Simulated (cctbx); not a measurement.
## Diagnosing a refinement

Cell a = 8.8610 Å, b = 8.8610 Å, c = 6.4880 Å, α = 90.00°, β = 90.00°, γ = 90.00°; space group P4/mbm (no. 127). The compound is Sm2Ga10Fe3.

Simulated single-crystal data (cctbx): Mo Kα, λ = 0.71073 Å, to d = 0.77 Å, 80 % of the full sphere, strongest reflection 20000 counts, noise from counting, a 4 % proportional error and a noise floor of 4 counts (s.d.); no absorption.

An anisotropic refinement with weights 1/σ² prints:

```text
Rint 0.043, 353 unique reflections to 0.77 A
cycle     R1     wR2    GooF  max shift (A)
   1  0.0526  0.1365   5.858   0.00163
   2  0.0183  0.0451   1.935   0.00000
final R1 0.0183 wR2 0.0451 GooF 1.935  parameters 23  data/parameter 15.3
atom        x        y        z      Ueq    occ   su(xyz)  su(Uiso or U11)
Sm1    0.31492  0.81492  0.00000   0.0101  1.000  0.00003  0.0002
Cu1    0.28920  0.55940  0.29747   0.0234  1.000  0.00010  0.0003
Ga1    0.00000  0.50000  0.71898   0.0190  1.000  0.00017  0.0003
Fe1    0.50000  0.50000  0.00000   0.0276  1.000  0.00000  0.0007
Fe2    0.67834  0.17834  0.50000   0.0248  1.000  0.00012  0.0005
difference map: max 0.92 min -0.82 rms 0.21
Q1    0.0127  0.7866  0.2967   16    0.95  0.41 A from Cu1
Q2    0.1036  0.8002  0.2830   16    0.93  0.41 A from Cu1
Q3    0.0483  0.4517  0.0000    4    0.57  1.71 A from Sm1
Q4    0.0661  0.6285  0.4104   16    0.50  1.53 A from Ga1
Q5    0.1573  0.6573  0.2206    8    0.44  1.54 A from Cu1
Q6    0.1432  0.6432  0.4086    8    0.44  1.66 A from Cu1
```

**Question.** Can this result stand? If not, what is the likely fault?

Mend it. The fault: wrong element: Cu1 is Ga. Against the right model at the same level, R1 goes from 0.0110 to 0.0183 and GooF from 0.98 to 1.94. Cu1 has 2 electrons too few and its U shrinks to make up, as expected (near an absorption edge f′ can widen the mismatch well beyond the difference in Z).

The compound is Sm2Ga10Fe3. The right model at the same level gives:

```text
Rint 0.043, 353 unique reflections to 0.77 A
cycle     R1     wR2    GooF  max shift (A)
   1  0.0333  0.0874   3.751   0.00147
   2  0.0110  0.0229   0.983   0.00000
final R1 0.0110 wR2 0.0229 GooF 0.983  parameters 23  data/parameter 15.3
atom        x        y        z      Ueq    occ   su(xyz)  su(Uiso or U11)
Sm1    0.31491  0.81491  0.00000   0.0095  1.000  0.00002  0.0001
Ga1    0.28915  0.55943  0.29742   0.0280  1.000  0.00005  0.0002
Ga2    0.00000  0.50000  0.71890   0.0184  1.000  0.00009  0.0002
Fe1    0.50000  0.50000  0.00000   0.0266  1.000  0.00000  0.0003
Fe2    0.67835  0.17835  0.50000   0.0237  1.000  0.00006  0.0002
difference map: max 0.56 min -0.69 rms 0.14
Q1    0.0187  0.4171  0.0000    8    0.56  1.73 A from Sm1
Q2    0.0940  0.5940  0.3988    8    0.46  1.40 A from Ga2
Q3    0.0149  0.5675  0.3879   16    0.44  0.92 A from Ga2
Q4    0.0521  0.5521  0.0000    4    0.40  1.94 A from Ga2
Q5    0.0000  0.5000  0.0746    4    0.40  1.34 A from Ga2
Q6    0.1287  0.3713  0.0000    4    0.37  0.71 A from Sm1
```

The model is made up (kin elements in a known structure type, no relaxation), so it says nothing on whether the phase exists.

[Middle refinement cycles are left out of these outputs.]

[Logs are printed without paths, hosts, clocks, repeated set-up lines and the standing remarks that a program may print on its own settings, such as how far it seeks lower states.]
